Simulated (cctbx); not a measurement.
# LiMn3V4O12 across an absorption edge

Space group P-1 (no. 2), a = 6.4020 Å, b = 6.4710 Å, c = 6.4720 Å, α = 109.76°, β = 109.63°, γ = 108.20°.

```
atom  mult.       x       y       z  Ueq (Å²)
 Mn1      1     1/2       0     1/2    0.0042
 Mn2      1       0     1/2     1/2    0.0038
 Mn3      1     1/2     1/2       0    0.0044
  V1      1     1/2       0       0    0.0035
  V2      1       0     1/2       0    0.0039
  V3      1     1/2     1/2     1/2    0.0043
  V4      1       0       0     1/2    0.0039
  O1      2  0.4880  0.1866  0.3134    0.0057
  O2      2  0.1285  0.8269  0.3110    0.0045
  O3      2  0.1843  0.7024  0.8699    0.0054
  O4      2  0.8298  0.7103  0.5183    0.0055
  O5      2  0.3059  0.1210  0.8053    0.0056
  O6      2  0.3104  0.4968  0.1814    0.0052
 Li1      1       0       0       0    0.0070
```

The model is made up (kin elements in a known structure type, no relaxation), so it says nothing on whether the phase exists.

Calculated with cctbx: free-atom f′ and f″ from the Sasaki tables, no fine structure; amplitudes in electrons.

```
E (eV)  F 0 1 0  F 1 0 1  F 0 -1 1  F 0 0 1
  5939     17.8     22.2      21.9     22.9
  6289     17.0     21.4      21.1     22.1
  6419     16.3     20.6      20.4     21.4
  6479     15.5     19.9      19.7     20.6
  6509     14.8     19.2      19.0     20.0
  6524     14.1     18.5      18.2     19.2
  6531     13.4     17.8      17.6     18.6
  6535     12.7     17.1      16.9     17.8
  6543     13.1     17.4      17.1     18.1
  6547     13.9     18.2      17.9     18.9
  6554     14.6     18.9      18.6     19.6
  6569     15.4     19.7      19.4     20.4
  6599     16.2     20.4      20.2     21.2
  6689     17.2     21.5      21.2     22.2
  6939     18.3     22.5      22.3     23.3
```

**Question.** Which edge is crossed, and why do the reflections move as they do?

The K edge of Mn. The edge is at 6539 eV. f′ of Mn falls from -3.7 e at 6419 eV to -7.3 e at 4 eV below it, and f″ steps from 0.46 to 3.95 e across it. Over that approach |F| changes by -22 % (0 1 0), -17 % (1 0 1), -17 % (0 -1 1) and -17 % (0 0 1): a reflection falls where Mn scatters in phase with the total and rises where it scatters against it; it hardly moves where the Mn term is small or cancels by symmetry. Above the edge the larger f″ enters the imaginary part, where it can add to or cancel the other atoms' f″. The structure is centrosymmetric, so Friedel mates stay equal.

[Logs are printed without paths, hosts, clocks, repeated set-up lines and the standing remarks that a program may print on its own settings, such as how far it seeks lower states.]
